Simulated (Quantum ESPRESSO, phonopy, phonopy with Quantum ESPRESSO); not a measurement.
# Grüneisen parameters and expansion of KBr (Fm-3m), part 2 of 2

Which modes of KBr drive its thermal expansion?

What experiment has found for this phase:
- volume expansion coefficient 116.1 1e-6/K and heat capacity C_P per formula unit 52.3 J/mol/K near room temperature (given in “High-Throughput Prediction of Finite-Temperature Properties using the Quasi-Harmonic Approximation”, 2016, arXiv:1603.06924)
- volume expansion coefficient 117.6 1e-6/K near room temperature (given in “Descriptors for thermal expansion in solids”, 2017, arXiv:1701.03966)

Quantum ESPRESSO 7.5; DFT LDA, scalar-relativistic, plane waves, PseudoDojo norm-conserving pseudopotentials.

So far. Step 16 (Phonons, V/V0 0.98): No mode is imaginary beyond numerical noise along the path. The highest zone-centre mode (no LO–TO term) moved by +4.6 % for a volume change of -2.0 %. Step 16 (Phonons, V/V0 0.98): The time given is that of the 2 pw.x runs on displaced cells behind this step.

**17. Ground state at this cell, V/V0 1.04**

This step: DFT LDA, scalar-relativistic, plane waves, PseudoDojo norm-conserving pseudopotentials (Quantum ESPRESSO 7.5).

System of this step: KBr. It takes space group Fm-3m (No. 225, cubic). The conventional cell has a = 6.454 Å, b = 6.454 Å, c = 6.454 Å, α = 90.00°, β = 90.00°, γ = 90.00°. Nearest to K lie 6 Br at 3.23 Å. Nearest to Br lie 6 K at 3.23 Å. Farther neighbours and most contacts between anions are not listed.

scf.in reads:

```
&CONTROL
  calculation = 'scf'
  prefix      = 'x'
  outdir      = './tmp'
  pseudo_dir  = './pseudo'
  tprnfor     = .true.
  tstress     = .true.
/
&SYSTEM
  ibrav       = 0
  nat         = 2
  ntyp        = 2
  ecutwfc     = 72.0
  occupations = 'fixed'
  nbnd        = 10
/
&ELECTRONS
  conv_thr         = 1.0d-12
  mixing_beta      = 0.7
  electron_maxstep = 100
/
ATOMIC_SPECIES
 K      39.0983  K.upf
 Br     79.9040  Br.upf
CELL_PARAMETERS angstrom
     0.000000000    3.226850899    3.226850899
     3.226850899    0.000000000    3.226850899
     3.226850899    3.226850899    0.000000000
ATOMIC_POSITIONS crystal
 K      0.000000000   0.000000000   0.000000000
 Br     0.500000000   0.500000000   0.500000000
K_POINTS automatic
 6 6 6 0 0 0
```

On the command line:

```
$ OMP_NUM_THREADS=1 mpirun -n 8 pw.x -nk 8 -in scf.in > scf.out
```

It took 3 s on 8 MPI ranks of Intel Xeon 6975P-C (Granite Rapids), shared host.

The run ends at a pressure of -0.73 GPa.

**18. Born charges and dielectric tensor**

ph.in reads:

```
phonons
&INPUTPH
  prefix = 'x'
  outdir = './tmp'
  fildyn = 'x.dyn'
  tr2_ph = 1.0d-18
  epsil  = .true.
/
0.000000000 0.000000000 0.000000000
```

scf.in is that of step 17.

On the command line:

```
$ OMP_NUM_THREADS=1 mpirun -n 8 ph.x -nk 8 -in ph.in > ph.out
```

Wall time 28 s (8 MPI ranks).

The Born charges sum to zero within 0.0025 e; the rest is removed before use. Acoustic frequencies in this log differ from zero by the error of the sum rule, which ph.x does not impose.

**19. A displaced supercell**

System of this step: KBr. The structure is orthorhombic, space group Imm2 (No. 44). The conventional cell has a = 9.127 Å, b = 12.907 Å, c = 9.127 Å, α = 90.00°, β = 90.00°, γ = 90.00°. Nearest to K lie 6 Br at 3.21 to 3.24 Å. K has 6 Br at 3.23 Å nearest. Nearest to K lie 6 Br at 3.23 Å. Nearest to Br lie 6 K at 3.23 Å. Farther neighbours and most contacts between anions are not listed.

disp-00001.in reads:

```
&CONTROL
  calculation = 'scf'
  prefix      = 'x'
  outdir      = './tmp'
  pseudo_dir  = './pseudo'
  tprnfor     = .true.
  disk_io     = 'none'
/
&SYSTEM
  ibrav       = 0
  nat         = 16
  ntyp        = 2
  ecutwfc     = 72.0
  occupations = 'fixed'
  nbnd        = 66
/
&ELECTRONS
  conv_thr         = 1.0d-11
  mixing_beta      = 0.7
  electron_maxstep = 100
/
ATOMIC_SPECIES
 K      39.0983  K.upf
 Br     79.9040  Br.upf
CELL_PARAMETERS angstrom
     0.000000000    6.453701799    6.453701799
     6.453701799    0.000000000    6.453701799
     6.453701799    6.453701799    0.000000000
ATOMIC_POSITIONS crystal
 K      0.002191322   0.000000000   0.000000000
 K      0.500000000   0.000000000   0.000000000
 K      0.000000000   0.500000000   0.000000000
 K      0.500000000   0.500000000   0.000000000
 K      0.000000000   0.000000000   0.500000000
 K      0.500000000   0.000000000   0.500000000
 K      0.000000000   0.500000000   0.500000000
 K      0.500000000   0.500000000   0.500000000
 Br     0.250000000   0.250000000   0.250000000
 Br     0.750000000   0.250000000   0.250000000
 Br     0.250000000   0.750000000   0.250000000
 Br     0.750000000   0.750000000   0.250000000
 Br     0.250000000   0.250000000   0.750000000
 Br     0.750000000   0.250000000   0.750000000
 Br     0.250000000   0.750000000   0.750000000
 Br     0.750000000   0.750000000   0.750000000
K_POINTS automatic
 3 3 3 0 0 0
```

On the command line:

```
$ OMP_NUM_THREADS=1 mpirun -n 4 pw.x -nk 4 -in disp-00001.in > disp-00001.out
```

Wall time 2.9 min (4 MPI ranks).

**20. Lattice dynamics at this volume, V/V0 1.04**

This step: DFT LDA, scalar-relativistic, plane waves, PseudoDojo norm-conserving pseudopotentials (phonopy with Quantum ESPRESSO 4.10.0 / 7.5).

Run time: 3 min. Hardware: 8 threads.

No mode is imaginary beyond numerical noise along the path. The highest zone-centre mode (no LO–TO term) moved by -8.8 % for a volume change of +4.0 %.

The time given is that of the 2 pw.x runs on displaced cells behind this step.

**21. Ground state at this cell, V/V0 1.06**

This step: DFT LDA, scalar-relativistic, plane waves, PseudoDojo norm-conserving pseudopotentials (Quantum ESPRESSO 7.5).

System of this step: KBr. The structure is cubic, space group Fm-3m (No. 225). Conventional cell: a = 6.495 Å, b = 6.495 Å, c = 6.495 Å, α = 90.00°, β = 90.00°, γ = 90.00°. K has 6 Br at 3.25 Å nearest. Nearest to Br lie 6 K at 3.25 Å. Farther neighbours and most contacts between anions are not listed.

scf.in: that of step 18 with these lines changed.

```diff
@@ -25,5 +25,5 @@
 CELL_PARAMETERS angstrom
-     0.000000000    3.226850899    3.226850899
-     3.226850899    0.000000000    3.226850899
-     3.226850899    3.226850899    0.000000000
+     0.000000000    3.247404644    3.247404644
+     3.247404644    0.000000000    3.247404644
+     3.247404644    3.247404644    0.000000000
 ATOMIC_POSITIONS crystal
```

On the command line:

```
$ OMP_NUM_THREADS=1 mpirun -n 8 pw.x -nk 8 -in scf.in > scf.out
```

The job ended after 4.1 s (8 MPI ranks; 30 s of CPU time).

The run ends at a pressure of -1.03 GPa.

**22. Zone-centre response**

ph.in is that of step 18.

scf.in is that of step 21.

On the command line:

```
$ OMP_NUM_THREADS=1 mpirun -n 8 ph.x -nk 8 -in ph.in > ph.out
```

Wall time 42 s (8 MPI ranks); 5.6 min of CPU time.

The Born charges sum to zero within 0.0024 e; the rest is removed before use. Acoustic frequencies in this log differ from zero by the error of the sum rule, which ph.x does not impose.

**23. A displaced supercell**

System of this step: KBr. The structure is orthorhombic, space group Imm2 (No. 44). The conventional cell has a = 9.185 Å, b = 12.990 Å, c = 9.185 Å, α = 90.00°, β = 90.00°, γ = 90.00°. K has 6 Br at 3.23 to 3.26 Å nearest. Nearest to K lie 6 Br at 3.25 Å. K has 6 Br at 3.25 Å nearest. Nearest to Br lie 6 K at 3.25 Å. Farther neighbours and most contacts between anions are not listed.

disp-00001.in: that of step 19 with these lines changed.

```diff
@@ -25,7 +25,7 @@
 CELL_PARAMETERS angstrom
-     0.000000000    6.453701799    6.453701799
-     6.453701799    0.000000000    6.453701799
-     6.453701799    6.453701799    0.000000000
+     0.000000000    6.494809288    6.494809288
+     6.494809288    0.000000000    6.494809288
+     6.494809288    6.494809288    0.000000000
 ATOMIC_POSITIONS crystal
- K      0.002191322   0.000000000   0.000000000
+ K      0.002177452   0.000000000   0.000000000
  K      0.500000000   0.000000000   0.000000000
```

On the command line:

```
$ OMP_NUM_THREADS=1 mpirun -n 4 pw.x -nk 4 -in disp-00001.in > disp-00001.out
```

It took 3.1 min on 4 MPI ranks.

**24. Lattice dynamics at this volume, V/V0 1.06**

This step: DFT LDA, scalar-relativistic, plane waves, PseudoDojo norm-conserving pseudopotentials (phonopy with Quantum ESPRESSO 4.10.0 / 7.5).

Elapsed: 3.1 min, on 8 threads.

No mode is imaginary beyond numerical noise along the path. The highest zone-centre mode (no LO–TO term) moved by -13.1 % for a volume change of +6.0 %.

The time given is that of the 2 pw.x runs on displaced cells behind this step.

**25. Ground state at this cell, V/V0 1.085**

This step: DFT LDA, scalar-relativistic, plane waves, PseudoDojo norm-conserving pseudopotentials (Quantum ESPRESSO 7.5).

System of this step: KBr. The structure is cubic, space group Fm-3m (No. 225). The conventional cell has a = 6.545 Å, b = 6.545 Å, c = 6.545 Å, α = 90.00°, β = 90.00°, γ = 90.00°. K has 6 Br at 3.27 Å nearest. Br has 6 K at 3.27 Å nearest. Farther neighbours and most contacts between anions are not listed.

scf.in: that of step 22 with these lines changed.

```diff
@@ -25,5 +25,5 @@
 CELL_PARAMETERS angstrom
-     0.000000000    3.247404644    3.247404644
-     3.247404644    0.000000000    3.247404644
-     3.247404644    3.247404644    0.000000000
+     0.000000000    3.272736437    3.272736437
+     3.272736437    0.000000000    3.272736437
+     3.272736437    3.272736437    0.000000000
 ATOMIC_POSITIONS crystal
```

On the command line:

```
$ OMP_NUM_THREADS=1 mpirun -n 8 pw.x -nk 8 -in scf.in > scf.out
```

Elapsed: 3.5 s, on 8 MPI ranks; 26 s of CPU time.

The run ends at a pressure of -1.35 GPa.

**26. Born charges and dielectric tensor**

ph.in is that of step 22.

scf.in is that of step 25.

On the command line:

```
$ OMP_NUM_THREADS=1 mpirun -n 8 ph.x -nk 8 -in ph.in > ph.out
```

Elapsed: 31 s, on 8 MPI ranks; 4 min of CPU time.

ε∞:

```
2.66 0.00 0.00
0.00 2.66 0.00
0.00 0.00 2.66
```

The Born charges sum to zero within 0.0024 e; the rest is removed before use. Acoustic frequencies in this log differ from zero by the error of the sum rule, which ph.x does not impose.

**27. Forces on a displaced cell**

System of this step: KBr. The structure is orthorhombic, space group Imm2 (No. 44). The conventional cell has a = 9.257 Å, b = 13.091 Å, c = 9.257 Å, α = 90.00°, β = 90.00°, γ = 90.00°. Nearest to K lie 6 Br at 3.26 to 3.29 Å. K has 6 Br at 3.27 Å nearest. Nearest to K lie 6 Br at 3.27 Å. Nearest to Br lie 6 K at 3.27 Å. Farther neighbours and most contacts between anions are not listed.

disp-00001.in: that of step 23 with these lines changed.

```diff
@@ -25,7 +25,7 @@
 CELL_PARAMETERS angstrom
-     0.000000000    6.494809288    6.494809288
-     6.494809288    0.000000000    6.494809288
-     6.494809288    6.494809288    0.000000000
+     0.000000000    6.545472874    6.545472874
+     6.545472874    0.000000000    6.545472874
+     6.545472874    6.545472874    0.000000000
 ATOMIC_POSITIONS crystal
- K      0.002177452   0.000000000   0.000000000
+ K      0.002160598   0.000000000   0.000000000
  K      0.500000000   0.000000000   0.000000000
```

On the command line:

```
$ OMP_NUM_THREADS=1 mpirun -n 4 pw.x -nk 4 -in disp-00001.in > disp-00001.out
```

Run time: 2.7 min. Hardware: 4 MPI ranks; 11 min of CPU time.

**28. Lattice dynamics at this volume, V/V0 1.085**

This step: DFT LDA, scalar-relativistic, plane waves, PseudoDojo norm-conserving pseudopotentials (phonopy with Quantum ESPRESSO 4.10.0 / 7.5).

The job ended after 2.9 min (8 threads).

No mode is imaginary beyond numerical noise along the path. The highest zone-centre mode (no LO–TO term) moved by -18.2 % for a volume change of +8.5 %.

The time given is that of the 2 pw.x runs on displaced cells behind this step.

**29. How the modes move with volume**

This step: DFT LDA, scalar-relativistic, plane waves, PseudoDojo norm-conserving pseudopotentials (phonopy 4.10.0).

Numbers from this step:

- share of modes with a negative Grüneisen parameter: 0.106

Mean Grüneisen, by row:

| T (K) | heat-capacity-weighted mean | root mean square |
| --- | --- | --- |
| 50 | 1.245 | 1.61 |
| 100 | 1.439 | 1.728 |
| 200 | 1.491 | 1.759 |
| 300 | 1.501 | 1.764 |
| 500 | 1.506 | 1.767 |
| 800 | 1.507 | 1.768 |

Table of mean mode Grueneisen parameter by wavenumber:

| wavenumber (cm⁻¹) | mean mode Grueneisen parameter |
| --- | --- |
| 2.9 | - |
| 8.6 | - |
| 20.0 | 0.125 |
| 25.8 | 0.241 |
| 37.2 | -0.0872 |
| 42.9 | -0.026 |
| 48.7 | 0.181 |
| 60.1 | 0.772 |
| 65.8 | 0.943 |
| 71.6 | 1.22 |
| 83.0 | 1.45 |
| 88.7 | 1.54 |
| 100.2 | - |
| 105.9 | 2.27 |
| 111.6 | 2.27 |
| 123.1 | 2.27 |
| 128.8 | 2.28 |
| 134.5 | 2.28 |
| 146.0 | 1.72 |
| 151.7 | 1.46 |
| 163.2 | 1.33 |
| 168.9 | 1.31 |

Volume series, by row:

| V/V0 | V (Å³/atom) | pressure (GPa) | E - E0 (meV/atom) | gap (eV) | zero-point energy (meV/atom) | lowest on the path (cm⁻¹) | highest at Gamma without the LO-TO term (cm⁻¹) |
| --- | --- | --- | --- | --- | --- | --- | --- |
| 0.98 | 31.66 | 0.427 | 0.857 | 4.386 | 19.07 | 0 | 136.1 |
| 1 | 32.31 | -0.005 | 0 | 4.325 | 18.41 | 0 | 130.1 |
| 1.02 | 32.95 | -0.387 | 0.782 | 4.267 | 17.78 | 0 | 124.3 |
| 1.04 | 33.6 | -0.726 | 3.018 | 4.212 | 17.17 | 0 | 118.6 |
| 1.06 | 34.25 | -1.027 | 6.543 | 4.159 | 16.57 | 0 | 113.1 |
| 1.085 | 35.05 | -1.355 | 12.54 | 4.096 | 15.87 | 0 | 106.5 |

Optical frequency at Gamma without the LO-TO term, mode 4 against V/V0:

| V/V0 | optical frequency at Gamma without the LO-TO term, mode 4 (cm⁻¹) |
| --- | --- |
| 0.9800 | 136 |
| 1.0000 | 130 |
| 1.0200 | 124 |
| 1.0400 | 119 |
| 1.0600 | 113 |
| 1.0850 | 106 |

Grüneisen at points, by row:

| point | branch | frequency (cm⁻¹) | mode Grüneisen parameter |
| --- | --- | --- | --- |
| Γ | 4 | 130.1 | 2.28 |
| Γ | 6 | 172.3 | 1.32 |
| X | 1 | 39.4 | -1.32 |
| X | 3 | 69.8 | -0.56 |
| X | 4 | 134.7 | 2.39 |
| X | 6 | 141.7 | 2.42 |
| U | 1 | 56.8 | 1.03 |
| U | 2 | 63.2 | -0.61 |
| U | 3 | 71.6 | 0.85 |
| U | 4 | 125.8 | 2.39 |
| U | 5 | 135.5 | 2.09 |
| U | 6 | 141.1 | 2.37 |
| K | 1 | 56.8 | 1.03 |
| K | 2 | 63.2 | -0.61 |
| K | 3 | 71.6 | 0.85 |
| K | 4 | 125.8 | 2.39 |
| K | 5 | 135.5 | 2.09 |
| K | 6 | 141.1 | 2.37 |
| L | 1 | 79.4 | 2.16 |
| L | 3 | 97.3 | 1.43 |
| L | 4 | 110.4 | 2.2 |
| L | 6 | 154.7 | 1.35 |
| W | 1 | 57 | -0.72 |
| W | 3 | 82 | 1.96 |
| W | 4 | 119.5 | 1.98 |
| W | 5 | 139.6 | 2.36 |

**30. Free-energy fit**

Numbers from this step:

| Quantity | Value |
| --- | --- |
| volume expansion coefficient at 300 K | 115.4 1e-6/K |
| isothermal bulk modulus at 300 K | 16.79 GPa |
| C_P at 300 K | 25.85 J/mol-atom/K |
| Grüneisen parameter at 300 K | 1.592 |

Energy (each curve on its own zero) against volume; values in meV/atom:

| volume (Å³/atom) | static | F at 0 K | F at 300 K | F at 600 K |
| --- | --- | --- | --- | --- |
| 31.66 | 0.86 | 2.44 | 7.02 | 13.0 |
| 32.31 | 0 | 0.93 | 3.78 | 7.44 |
| 32.95 | 0.78 | 1.08 | 2.15 | 3.48 |
| 33.60 | 3.02 | 2.71 | 1.95 | 0.93 |
| 34.25 | 6.54 | 5.64 | 2.98 | -0.46 |
| 35.05 | 12.5 | 10.9 | 5.85 | -0.63 |

Phonopy-qha, vinet fit of F(V) at each temperature; no electronic free energy. Qha vinet, by row:

| T (K) | fitted volume (Å³/atom) | alpha_V (1e-6/K) | B_T (GPa) | C_P (J/mol-atom/K) | Grueneisen |
| --- | --- | --- | --- | --- | --- |
| 75 | 32.64 | 67.46 | 19.36 | 18.63 | 1.385 |
| 100 | 32.7 | 81.44 | 19.1 | 21.27 | 1.461 |
| 125 | 32.77 | 89.89 | 18.83 | 22.73 | 1.499 |
| 150 | 32.85 | 95.64 | 18.54 | 23.63 | 1.522 |
| 175 | 32.93 | 99.99 | 18.26 | 24.24 | 1.538 |
| 200 | 33.01 | 103.6 | 17.97 | 24.69 | 1.551 |
| 225 | 33.1 | 106.8 | 17.68 | 25.04 | 1.562 |
| 250 | 33.19 | 109.8 | 17.39 | 25.34 | 1.572 |
| 275 | 33.28 | 112.6 | 17.09 | 25.61 | 1.582 |
| 300 | 33.38 | 115.4 | 16.79 | 25.85 | 1.592 |
| 325 | 33.47 | 118.2 | 16.49 | 26.08 | 1.601 |
| 350 | 33.57 | 121 | 16.19 | 26.3 | 1.61 |
| 375 | 33.68 | 123.9 | 15.89 | 26.52 | 1.62 |
| 400 | 33.78 | 126.9 | 15.58 | 26.74 | 1.629 |
| 425 | 33.89 | 129.9 | 15.27 | 26.97 | 1.639 |
| 450 | 34 | 133.1 | 14.96 | 27.2 | 1.648 |
| 475 | 34.12 | 136.4 | 14.65 | 27.44 | 1.658 |
| 500 | 34.24 | 139.9 | 14.34 | 27.69 | 1.668 |
| 525 | 34.36 | 143.5 | 14.02 | 27.95 | 1.678 |
| 550 | 34.48 | 147.3 | 13.7 | 28.22 | 1.689 |
| 575 | 34.61 | 151.3 | 13.38 | 28.51 | 1.7 |

The volume expansion coefficient, phonopy-qha, Vinet by temperature:

| temperature (K) | volume expansion coefficient, phonopy-qha, Vinet (1e-6/K) |
| --- | --- |
| 75 | 67.5 |
| 100 | 81.4 |
| 125 | 89.9 |
| 150 | 95.6 |
| 175 | 100.0 |
| 200 | 104 |
| 225 | 107 |
| 250 | 110 |
| 275 | 113 |
| 300 | 115 |
| 325 | 118 |
| 350 | 121 |
| 375 | 124 |
| 400 | 127 |
| 425 | 130 |
| 450 | 133 |
| 475 | 136 |
| 500 | 140 |
| 525 | 144 |
| 550 | 147 |
| 575 | 151 |

The fit gives a volume expansion of 115 × 10⁻⁶/K at 300 K.

**31. Results**

- volume expansion coefficient at 300 K: 115.4 1e-6/K
- isothermal bulk modulus at 300 K: 16.79 GPa
- C_P at 300 K: 25.85 J/mol-atom/K
- Grüneisen parameter at 300 K: 1.592
- mean mode Grüneisen parameter at 300 K: 1.50

Near room temperature KBr expands by 115 × 10⁻⁶/K in volume by LDA, with C_P = 25.8 J/(mol K) per mole of atoms and B_T = 16.8 GPa. C_P at room temperature is 104 % of the classical 3R an atom. A measured volume expansion coefficient near room temperature is 116.1 1e-6/K (arXiv:1603.06924); the calculated 115 1e-6/K differs by -1 %. A measured heat capacity per formula unit near room temperature is 52.3 J/mol/K (arXiv:1603.06924); the calculated 51.7 J/mol/K differs by -1 %. The heat-capacity-weighted Grüneisen parameter goes from 1.25 at 50 K to 1.51 at 800 K; 11 % of the modes stiffen on expansion. Weighting γ by the density of states and each mode's heat capacity at 300 K, modes below 60 cm⁻¹ give about 3 % of the sum of γC that drives the expansion, those up to 120 cm⁻¹ 41 % and the rest 56 %. Among the labelled points γ is largest for branch 6 at X (142 cm⁻¹, 2.4) and most negative for branch 1 at X (39.4 cm⁻¹, -1.3). The supercell is 7.6 Å across at its narrowest and was not tested against a larger one: only its own wavevectors are exact, and acoustic branches between them, with the entropy at low temperature, can be off.

[Logs are printed without paths, hosts, clocks, repeated set-up lines and the standing remarks that a program may print on its own settings, such as how far it seeks lower states.]

[Hosts, paths, dates, database ids (printed as entryN), source tags and the programs' standing remarks are cut or masked in the printed files.]

[A step with changed settings may run another functional than the one named; its input shows which.]

[Of the runs on displaced cells, only some may be shown.]
